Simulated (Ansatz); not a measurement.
## A hypothetical structure for Te3P4

This structure for Te3P4 is made up. Its elements were placed in a known structure type with a cell scaled to their sizes. What cell does the guess relax to, and how far off was it?

Calculated with Ansatz 0.2.0; DFT, PBEsol, plane-wave PAW, files of the set soft_1, scalar-relativistic, no spin, cell and ions relaxed at zero pressure; PAW set soft_1, in the first sound run; inputs show where later runs differ.

### Step 1. The structure

It takes space group C2/m (No. 12, monoclinic). The conventional cell has a = 14.192 Å, b = 3.500 Å, c = 6.974 Å, α = 90.00°, β = 115.22°, γ = 90.00°. Nearest to Te lie 6 P at 2.80 to 2.82 Å. Nearest to Te lie 6 P at 2.68 to 2.99 Å. Nearest to P lie 5 Te at 2.79 to 2.85 Å. Nearest to P lie 4 Te at 2.68 to 2.99 Å and 1 P at 2.92 Å. Farther neighbours and most contacts between anions are not listed.

### Step 2. Relaxation of the guess

The guessed cell has no reason to be at equilibrium. It is relaxed with the atoms, within the space group of the guess.

Input file input.yaml:

```yaml
crystal:
  lattice:
    - [7.096, -1.75, 0.0]
    - [7.096, 1.75, 0.0]
    - [-2.971587296, 0.0, 6.309226969]
  atoms:
    - { symbol: Te, position: [0.0, 0.0, 0.0] }
    - { symbol: Te, position: [0.7355, 0.7355, 0.6828] }
    - { symbol: Te, position: [0.2645, 0.2645, 0.3172] }
    - { symbol: P, position: [0.6487, 0.6487, 0.9746] }
    - { symbol: P, position: [0.3513, 0.3513, 0.0254] }
    - { symbol: P, position: [0.911, 0.911, 0.5533] }
    - { symbol: P, position: [0.089, 0.089, 0.4467] }
kpoints:
  mp_grid: { grid: [8, 8, 4] }
scf:
  occupations: { method: fermi_dirac, width: 0.05 }
hamiltonian:
  xc: pbesol
  pseudopotentials: { kind: paw, azcp: { folder: soft_1 }, xc_functional: pbe }
relax:
  f_tol: 0.015
  max_steps: 70
  cell: {}
output:
  forces: true
  stress: true
```

The run is started by

```
> ansatz run input.yaml --threads 4 --pin off --max-ram 10240MiB --backend cpu --events-out ev --progress --plain --runs-dir out
```

Numbers of over 12 decimals in the logs are rounded to 6 here.

Log:

```text
basis.fft_grid_basis auto: the FFT boxes are laid along the combinations [[1, -1, 0], [0, 1, 0], [0, 0, 1]] of the cell's own vectors, 3.500, 7.309 and 6.974 Å long. The dense box has 24×50×48 points. Along the cell's own vectors, as sized, it would have 50×50×48, 2.08 times as many. Of the 4 symmetry operations that the crystal satisfies within crystal.symmetry.tolerance (time reversal apart; of a slab, those that k [...]
Engine: ansatz 0.2.0, aarch64-unknown-linux-gnu
Pseudopotentials: kind: paw
Pseudopotential: Te, paw, valence charge 16, recommended cutoff 420 eV (normal), soft_1/Te.paw.azcp
Pseudopotential: P, paw, valence charge 5, recommended cutoff 420 eV (normal), soft_1/P.paw.azcp
Functional definition: PBEsol
  exchange = pbesol_x
  correlation = pbesol_c
Crystal: 7 atoms, lattice volume = 156.696 Å³
Basis set: ecut = 420 eV, 3059 PW (Γ), FFT grids on a1−a2, a2, a3, exchange–correlation on 48×100×96 points (8 copies of the dense FFT grid, shifted against one another)
Bands: 41, of which v1, the nominal top of the filled ones, is band 34 counted from 1 (33 counted from 0)
Symmetry: 4 space group operations
Space group: C2/m (ITA 12), of the structure as read, at distance tolerance 5.4e-5 Å
k-points: 78 of 256
Non-local potential: Te, projectors of the file, l = 0: 2, l = 1: 2, l = 2: 2, l = 3: 1
Non-local potential: P, projectors of the file, l = 0: 2, l = 1: 2, l = 2: 1
PAW form: soft (Blöchl's): semilocal exchange-correlation on the pseudo side does not see the compensation charge
PAW frozen core: Te, regenerated for the run's functional, and the local potential with it (the file was generated under x = pbe(κ = 0.804, μ = 0.219515), c = pbe(β = 0.066725))
PAW frozen core: P, regenerated for the run's functional, and the local potential with it (the file was generated under x = pbe(κ = 0.804, μ = 0.219515), c = pbe(β = 0.066725))
PAW one-centre angular grid: Te, 590 points (default); XC on 64 Gauss nodes
PAW one-centre angular grid: P, 110 points (default); XC on 64 Gauss nodes
Initial density: superposition of atomic densities (chi_scale 0.1, normalization cell, long waves kept (reshape's long-wave potential 0.01 eV rms))
Initial wavefunctions: pseudopotential atomic-orbital guess
Functional: x = pbesol(κ = 0.804, μ = 0.123457), c = pbesol(β = 0.046)
SCF iter   1: F=—  HF=-23661.165372 eV  |F-HF|=—  |Δ(HF+E_count)|=         —  Δρ=2.50e-2  dr2=1.90e0  ethr=3.10e-3  ⟨swp⟩=9.1  Hψ=15565  notcnv=0
preconditioner: auto → Kerker (q_TF=auto, 2.374 Å⁻¹)  [metal: Δε(μ)=0.006 eV  Ē_g=7.795 eV  σ=0.050 eV  W_gap=0.03  n_scr=38 (ndim 8)  ℏωp=18.3 eV  f_vac=0.000  D(μ)=3.66/eV (n_scr^D=24)]
SCF iter   2: F=—  HF=-23660.836772 eV  |F-HF|=—  |Δ(HF+E_count)|=   3.29e-1  Δρ=1.30e-2  dr2=4.16e-1  ethr=2.79e-3  ⟨swp⟩=2.0  Hψ=4246  notcnv=0  defer=40
SCF iter   3: F=—  HF=-23660.752698 eV  |F-HF|=—  |Δ(HF+E_count)|=   8.41e-2  Δρ=2.78e-3  dr2=1.06e-2  ethr=6.11e-4  ⟨swp⟩=3.0  Hψ=4815  notcnv=0  defer=43
SCF iter   4: F=—  HF=-23660.752793 eV  |F-HF|=—  |Δ(HF+E_count)|=   9.53e-5  Δρ=4.87e-4  dr2=8.08e-4  ethr=1.55e-5  ⟨swp⟩=2.0  Hψ=4512  notcnv=0  defer=43
SCF iter   5: F=—  HF=-23660.752746 eV  |F-HF|=—  |Δ(HF+E_count)|=   4.75e-5  Δρ=2.00e-4  dr2=1.57e-4  ethr=1.19e-6  ⟨swp⟩=2.6  Hψ=5552  notcnv=0  defer=43
SCF iter   6: F=—  HF=-23660.752732 eV  |F-HF|=—  |Δ(HF+E_count)|=   1.38e-5  Δρ=6.80e-5  dr2=2.14e-5  ethr=2.30e-7  ⟨swp⟩=3.0  Hψ=6084  notcnv=0  defer=43
SCF iter   7: F=—  HF=-23660.752730 eV  |F-HF|=—  |Δ(HF+E_count)|=   2.16e-6  Δρ=1.95e-5  dr2=1.53e-6  ethr=3.15e-8  ⟨swp⟩=2.1  Hψ=4042  notcnv=0  defer=43
SCF iter   8: F=—  HF=-23660.752730 eV  |F-HF|=—  |Δ(HF+E_count)|=   8.52e-8  Δρ=7.24e-6  dr2=1.69e-7  ethr=2.25e-9  ⟨swp⟩=3.0  Hψ=6552  notcnv=0  defer=43
SCF iter   9: F=-23660.752730 eV  HF=-23660.752730 eV  |F-HF|=8.16e-9  |Δ(HF+E_count)|=   1.49e-9  Δρ=2.08e-6  dr2=1.60e-8  ethr=1.47e-10  ⟨swp⟩=5.0  Hψ=10814  notcnv=0
SCF 1 converged in 9 iterations: F = -23660.752730 eV  dr2 = 1.60e-8
  greatest PAW one-centre occupation: 0.999 electrons in one spin orbital (limit 2), on the Te atom at site 2 (counted from 0), in its partial waves of l = 2
relax step   1: F+E_penalty+E_count = -23660.75272964 eV  Δ(F+E_penalty+E_count) = +0.000e0 eV  max|allowed force component| = 9.999e-1 eV/Å  Δτ_max = 0.0000 Å  P = +1.024 GPa  Ω = 156.696 Å³  (9 SCF iters, dr2 threshold 1.00e-7 eV, accepted)
Crystal: 7 atoms, lattice volume = 160.935 Å³
Basis set: ecut = 420 eV, 3111 PW (Γ), FFT grids on a1−a2, a2, a3, exchange–correlation on 48×100×96 points (8 copies of the dense FFT grid, shifted against one another)
Initial density: handed on by an earlier stage of this run
Initial wavefunctions: those handed on with the density
iter 1 solved again at ethr=6.90e-5 eV; its pass at ethr=3.10e-3 eV (dr2=4.69e-2 eV) is discarded
SCF iter   1: F=—  HF=-23661.370351 eV  |F-HF|=—  |Δ(HF+E_count)|=         —  Δρ=5.57e-3  dr2=4.63e-2  ethr=6.90e-5  ⟨swp⟩=2.1  Hψ=21314  notcnv=0
preconditioner: auto → Kerker (q_TF=auto, 2.363 Å⁻¹)  [metal: Δε(μ)=0.008 eV  Ē_g=7.806 eV  σ=0.050 eV  W_gap=0.04  n_scr=38 (ndim 8)  ℏωp=18.0 eV  f_vac=0.000  D(μ)=4.06/eV (n_scr^D=26)]
SCF iter   2: F=—  HF=-23661.363368 eV  |F-HF|=—  |Δ(HF+E_count)|=   6.98e-3  Δρ=3.28e-3  dr2=1.68e-2  ethr=6.80e-5  ⟨swp⟩=1.1  Hψ=3210  notcnv=0
SCF iter   3: F=—  HF=-23661.360895 eV  |F-HF|=—  |Δ(HF+E_count)|=   2.47e-3  Δρ=5.58e-4  dr2=4.41e-4  ethr=2.48e-5  ⟨swp⟩=2.0  Hψ=5578  notcnv=0
SCF iter   4: F=—  HF=-23661.360886 eV  |F-HF|=—  |Δ(HF+E_count)|=   9.69e-6  Δρ=1.41e-4  dr2=7.04e-5  ethr=6.48e-7  ⟨swp⟩=2.0  Hψ=5669  notcnv=0
SCF iter   5: F=—  HF=-23661.360886 eV  |F-HF|=—  |Δ(HF+E_count)|=   1.89e-7  Δρ=5.73e-5  dr2=1.19e-5  ethr=1.03e-7  ⟨swp⟩=2.6  Hψ=4520  notcnv=0
SCF iter   6: F=—  HF=-23661.360886 eV  |F-HF|=—  |Δ(HF+E_count)|=   8.63e-9  Δρ=1.85e-5  dr2=1.27e-6  ethr=1.74e-8  ⟨swp⟩=2.5  Hψ=5315  notcnv=0
SCF iter   7: F=-23661.360886 eV  HF=-23661.360886 eV  |F-HF|=8.07e-8  |Δ(HF+E_count)|=   8.04e-8  Δρ=6.26e-6  dr2=1.32e-7  ethr=1.03e-9  ⟨swp⟩=5.0  Hψ=11273  notcnv=0
SCF 2 converged in 7 iterations: F = -23661.360886 eV  dr2 = 1.32e-7
relax step   2: F+E_penalty+E_count = -23661.36088563 eV  Δ(F+E_penalty+E_count) = -6.082e-1 eV  max|allowed force component| = 7.611e-1 eV/Å  Δτ_max = 0.1950 Å  P = -0.187 GPa  Ω = 160.935 Å³  energy of the carried Pulay correction = -7.126e-4 eV  (7 SCF iters, dr2 threshold 7.00e-7 eV, accepted)
Crystal: 7 atoms, lattice volume = 160.184 Å³
[...]
relax step  23: F+E_penalty+E_count = -23662.68262839 eV  Δ(F+E_penalty+E_count) = -6.310e-4 eV  max|allowed force component| = 1.011e-1 eV/Å  Δτ_max = 0.0296 Å  P = -0.057 GPa  Ω = 159.690 Å³  energy of the carried Pulay correction = -5.053e-4 eV  (6 SCF iters, dr2 threshold 4.12e-7 eV, accepted)
relax step  24: F+E_penalty+E_count = -23662.68524887 eV  Δ(F+E_penalty+E_count) = -2.620e-3 eV  max|allowed force component| = 2.495e-2 eV/Å  Δτ_max = 0.0118 Å  P = +0.025 GPa  Ω = 160.026 Å³  energy of the carried Pulay correction = -5.613e-4 eV  (5 SCF iters, dr2 threshold 6.39e-7 eV, accepted)
relax step  25: F+E_penalty+E_count = -23662.68255885 eV  Δ(F+E_penalty+E_count) = +2.690e-3 eV  max|allowed force component| = 6.312e-2 eV/Å  Δτ_max = 0.0845 Å  P = -0.039 GPa  Ω = 160.085 Å³  energy of the carried Pulay correction = -5.712e-4 eV  (8 SCF iters, dr2 threshold 3.89e-8 eV, rejected (line search))
relax step  26: F+E_penalty+E_count = -23662.68509556 eV  Δ(F+E_penalty+E_count) = +1.533e-4 eV  max|allowed force component| = 3.748e-2 eV/Å  Δτ_max = 0.0200 Å  P = -0.045 GPa  Ω = 160.392 Å³  energy of the carried Pulay correction = -6.224e-4 eV  (10 SCF iters, rejected (line search))
relax step  27: F+E_penalty+E_count = -23662.68575659 eV  Δ(F+E_penalty+E_count) = -5.077e-4 eV  max|allowed force component| = 1.103e-2 eV/Å  Δτ_max = 0.0097 Å  P = +0.000 GPa  Ω = 160.129 Å³  energy of the carried Pulay correction = -5.786e-4 eV  (9 SCF iters, accepted)
relax step  28: F+E_penalty+E_count = -23662.68583877 eV  Δ(F+E_penalty+E_count) = -8.217e-5 eV  max|allowed force component| = 1.371e-2 eV/Å  Δτ_max = 0.0233 Å  P = -0.035 GPa  Ω = 160.268 Å³  energy of the carried Pulay correction = -6.018e-4 eV  (7 SCF iters, dr2 threshold 6.89e-9 eV, accepted)
relax step  29: F+E_penalty+E_count = -23662.68622997 eV  Δ(F+E_penalty+E_count) = -3.912e-4 eV  max|allowed force component| = 3.720e-3 eV/Å  Δτ_max = 0.0056 Å  P = +0.023 GPa  Ω = 160.047 Å³  energy of the carried Pulay correction = -5.650e-4 eV  (6 SCF iters, dr2 threshold 6.03e-8 eV, accepted)
relax step  30: F+E_penalty+E_count = -23662.69436507 eV  Δ(F+E_penalty+E_count) = -8.135e-3 eV  max|allowed force component| = 4.000e-3 eV/Å  Δτ_max = 0.0000 Å  P = +0.103 GPa  Ω = 160.047 Å³  stress off target by 1.96e-1 GPa  SCF on the basis re-selected at this cell (its energy is not comparable with the rows above)  (7 SCF iters)
relax step  31: F+E_penalty+E_count = -23662.69433779 eV  Δ(F+E_penalty+E_count) = +2.727e-5 eV  max|allowed force component| = 2.349e-2 eV/Å  Δτ_max = 0.0029 Å  P = +0.030 GPa  Ω = 160.300 Å³  energy of the carried Pulay correction = -3.987e-5 eV  (5 SCF iters, dr2 threshold 9.63e-8 eV, accepted)
relax step  32: F+E_penalty+E_count = -23662.69458133 eV  Δ(F+E_penalty+E_count) = -2.435e-4 eV  max|allowed force component| = 7.092e-3 eV/Å  Δτ_max = 0.0047 Å  P = -0.044 GPa  Ω = 160.521 Å³  energy of the carried Pulay correction = -7.680e-5 eV  (5 SCF iters, dr2 threshold 1.12e-7 eV, accepted)
relax step  33: F+E_penalty+E_count = -23662.69463879 eV  Δ(F+E_penalty+E_count) = -5.746e-5 eV  max|allowed force component| = 3.393e-3 eV/Å  Δτ_max = 0.0021 Å  P = +0.007 GPa  Ω = 160.404 Å³  energy of the carried Pulay correction = -5.778e-5 eV  (5 SCF iters, dr2 threshold 6.58e-9 eV, accepted)
iter 1 solved again at ethr=8.07e-7 eV; its pass at ethr=3.10e-3 eV (dr2=5.49e-4 eV) is discarded
SCF iter   1: F=—  HF=-23662.694693 eV  |F-HF|=—  |Δ(HF+E_count)|=         —  Δρ=1.09e-5  dr2=3.67e-8  ethr=8.07e-7  ⟨swp⟩=4.0  Hψ=25215  notcnv=0
eigensolver tolerance schedule: the retry pair's looser diagonalisation over-reported the residual by 14958.79 of it (diagonalisation noise at an unbounded share of the residual, at the tolerance the schedule requests for it); recorded, not acted on — ethr = c·dr2/N_el stays at c = 1.0e-1
SCF iter   2: F=—  HF=-23662.694694 eV  |F-HF|=—  |Δ(HF+E_count)|=   1.11e-6  Δρ=5.44e-6  dr2=8.03e-9  ethr=5.39e-11  ⟨swp⟩=4.2  Hψ=9939  notcnv=0
SCF iter   3: F=—  HF=-23662.694694 eV  |F-HF|=—  |Δ(HF+E_count)|=   6.21e-8  Δρ=3.71e-6  dr2=3.76e-9  ethr=1.18e-11  ⟨swp⟩=1.3  Hψ=3227  notcnv=0
SCF iter   4: F=—  HF=-23662.694694 eV  |F-HF|=—  |Δ(HF+E_count)|=   5.45e-8  Δρ=2.38e-7  dr2=1.70e-10  ethr=5.53e-12  ⟨swp⟩=2.0  Hψ=5859  notcnv=0
SCF iter   5: F=-23662.694694 eV  HF=-23662.694694 eV  |F-HF|=2.18e-11  |Δ(HF+E_count)|=  1.82e-11  Δρ=1.31e-7  dr2=5.74e-11  ethr=1.00e-12  ⟨swp⟩=5.5  Hψ=11370  notcnv=0
SCF 34 converged in 5 iterations: F = -23662.694694 eV  dr2 = 5.74e-11
relax step  34: F+E_penalty+E_count = -23662.69469379 eV  Δ(F+E_penalty+E_count) = -5.500e-5 eV  max|allowed force component| = 3.392e-3 eV/Å  Δτ_max = 0.0000 Å  P = +0.007 GPa  Ω = 160.404 Å³  stress off target by 9.60e-3 GPa  SCF on the basis re-selected at this cell (its energy is not comparable with the rows above)  (5 SCF iters)
basis re-selected at this cell: Δ(F+E_penalty+E_count) = -5.500e-5 eV, ΔP = -0.000 GPa vs the last step (what re-selecting the basis moved, of the pressure what is left beyond the Pulay correction that the steps carried, after the strain that the cell walked since its last selection, with what the two solves' SCF thresholds leave and, on support functions, any second-order correction that the steps lacked; it is no m [...]
SCF converged after 5 iterations
Free energy (F): -23662.694694 eV
Harris-Foulkes:  -23662.694694 eV  (|F-HF|=2.18e-11)
Internal energy: -23662.670464 eV  (E = F + TS)
E sigma→0 (E₀):  -23662.682579 eV
Entropy (-TS):   -0.024229 eV (-3.461 meV/atom)
Fermi energy:    9.493956 eV
--- Per-component energies (eV) ---
  E_band       = -706.605526
  E_kinetic    = 785.048689
  E_local      = -5197.443897  (includes V_loc(G=0)·N_el)
  E_nonlocal   = 332.385216
  E_hartree    = 2564.500933
  E_xc         = -652.142550
  E_vxc        = -548.461828  (∫ρ·V_xc dr)
  E_paw        = -15946.487423  (= ΣΔE_a)
  E_vpaw       = -1207.135853  (= ΣTr[D̂ρ^β])
  E_aug_tail   = 0.000250  (compensation charges beyond the density's cutoff)
  E_ewald      = -5549.840501
  E_core_change = 1.308818  (= ΣΔE_core)
  E_smearing   = -0.024229  (= −TS)
  E_closure    = -0.000000  (closes the sum)
  Σ components = -23662.694694   (vs F -23662.694694, Δ=0.00e0)
--- Forces (eV/Å), atoms counted from 1 ---
  atom   1  Te    -0.00000000     0.00000000     0.00000000
  atom   2  Te    -0.00111329     0.00000000    -0.00133386
  atom   3  Te     0.00111329    -0.00000000     0.00133386
  atom   4  P     -0.00033915     0.00000000    -0.00100302
  atom   5  P      0.00033915    -0.00000000     0.00100302
  atom   6  P     -0.00339234    -0.00000000    -0.00021225
  atom   7  P      0.00339234     0.00000000     0.00021225
  max |Σ_I F_I| component: 2.17e-19 eV/Å
--- Stress (GPa, compression-positive) ---
        0.001190      -0.000000      -0.000003
       -0.000000       0.009597       0.000000
       -0.000003       0.000000       0.009321
  P = ⅓ Tr σ = 0.0067 GPa (0.067 kbar)
--- Relaxed structure (32 steps of the walk, 28 accepted, 2 SCFs on fresh bases) ---
  F+E_penalty+E_count = -23662.69469379 eV   max|allowed force component| = 3.392e-3 eV/Å   (the final SCF, on the basis selected at the relaxed cell)
  cell:  # Å, volume = 160.4040 Å³
    - [6.558033, -1.977928, 0.872615]
    - [6.558033, 1.977928, 0.872615]
    - [-1.970440, -2.506437818100796e-16, 5.920840]
  atoms:
    - { symbol: Te, position: [0, 0, 1.276554690597449e-19] }
    - { symbol: Te, position: [0.699424, 0.699424, 0.732660] }
    - { symbol: Te, position: [0.300576, 0.300576, 0.267340] }
    - { symbol: P, position: [0.655314, 0.655314, 1.120228] }
    - { symbol: P, position: [0.344686, 0.344686, -0.120228] }
    - { symbol: P, position: [0.930067, 0.930067, 0.552369] }
    - { symbol: P, position: [0.069933, 0.069933, 0.447631] }
```

It took 3.1 min on 4 threads of Arm Neoverse V2, shared host; peak memory 0.7 GiB.

The steps of the relaxation (22 of 34):

| step | energy less that of the first step (eV) | largest force component (eV/Å) | pressure (GPa) | volume (Å³) |
| --- | --- | --- | --- | --- |
| 1 | 0.0000 | 0.9999 | 1.02 | 156.70 |
| 3 | -1.2026 | 0.8922 | 1.15 | 160.18 |
| 4 | -1.0539 | 3.3929 | 3.97 | 162.00 |
| 6 | -1.4764 | 0.1320 | 0.28 | 165.59 |
| 7 | -1.5166 | 0.1060 | -0.40 | 167.88 |
| 9 | -1.5827 | 0.1113 | 0.25 | 162.59 |
| 10 | -1.5960 | 0.1072 | 0.06 | 163.31 |
| 12 | -1.7815 | 0.3545 | 0.11 | 162.03 |
| 14 | -1.5485 | 1.2145 | 3.24 | 160.27 |
| 15 | -1.8743 | 0.1782 | -0.40 | 163.01 |
| 17 | -1.9124 | 0.1195 | -0.14 | 161.48 |
| 18 | -1.9200 | 0.1124 | 0.06 | 160.29 |
| 20 | -1.9255 | 0.0529 | 0.03 | 160.53 |
| 21 | -1.9272 | 0.0367 | -0.03 | 160.40 |
| 23 | -1.9299 | 0.1011 | -0.06 | 159.69 |
| 25 | -1.9298 | 0.0631 | -0.04 | 160.08 |
| 26 | -1.9324 | 0.0375 | -0.05 | 160.39 |
| 28 | -1.9331 | 0.0137 | -0.03 | 160.27 |
| 29 | -1.9335 | 0.0037 | 0.02 | 160.05 |
| 31 | -1.9416 | 0.0235 | 0.03 | 160.30 |
| 32 | -1.9419 | 0.0071 | -0.04 | 160.52 |
| 34* | -1.9420 | 0.0034 | 0.01 | 160.40 |

Relaxation steps marked * repeat the geometry before them on a plane-wave basis chosen anew for their cell, so energy and pressure can jump there. Other such steps can lie between the rows shown. Relaxation steps 4, 14, 25, 26 were tried and not accepted.

The run keeps the 4 symmetry operations that it works with, so distortions that break them were not tested.

| cell as run | before | after | change |
| --- | --- | --- | --- |
| a (Å) | 7.309 | 6.905 | -5.5 % |
| b (Å) | 7.309 | 6.905 | -5.5 % |
| c (Å) | 6.974 | 6.240 | -10.5 % |
| α (°) | 114.44 | 100.37 | -12.3 % |
| β (°) | 114.44 | 100.37 | -12.3 % |
| γ (°) | 27.71 | 33.29 | +20.1 % |
| volume (Å³/atom) | 22.39 | 22.91 | +2.4 % |

The atoms that moved most (Å, as changes of fractional coordinates times the final cell):

| atom | dx | dy | dz | length |
| --- | --- | --- | --- | --- |
| P4 | -0.200 | 0.000 | 0.874 | 0.896 |
| P5 | 0.200 | 0.000 | -0.874 | 0.896 |
| Te2 | -0.571 | 0.000 | 0.232 | 0.617 |
| Te3 | 0.571 | 0.000 | -0.232 | 0.617 |
| P7 | -0.252 | 0.000 | -0.028 | 0.253 |
| P6 | 0.252 | 0.000 | 0.028 | 0.253 |

This step gave:

| Quantity | Value |
| --- | --- |
| free energy | -23662.6947 eV |
| energy at zero smearing | -23662.6826 eV |
| smearing term TS | 0.02423 eV |
| Fermi energy | 9.494 eV |
| electrons | 68 |
| symmetry operations | 4 |
| pressure | 0.006703 GPa |

Shortest distances by pair of elements, guess and relaxed (not always the same contact):

| pair | guess (Å) | relaxed (Å) |
| --- | --- | --- |
| P–P | 2.921 | 2.075 |
| P–Te | 2.679 | 2.592 |
| Te–Te | 3.260 | 3.893 |

The relaxation ends with a largest force component of 0.0034 eV/Å and a pressure of 0.01 GPa.

[end of part 1 of 2]

[Logs are printed without paths, hosts, clocks, repeated set-up lines and the standing remarks that a program may print on its own settings, such as how far it seeks lower states.]

[Hosts, paths, dates, database ids (printed as entryN), source tags and the programs' standing remarks are cut or masked in the printed files.]
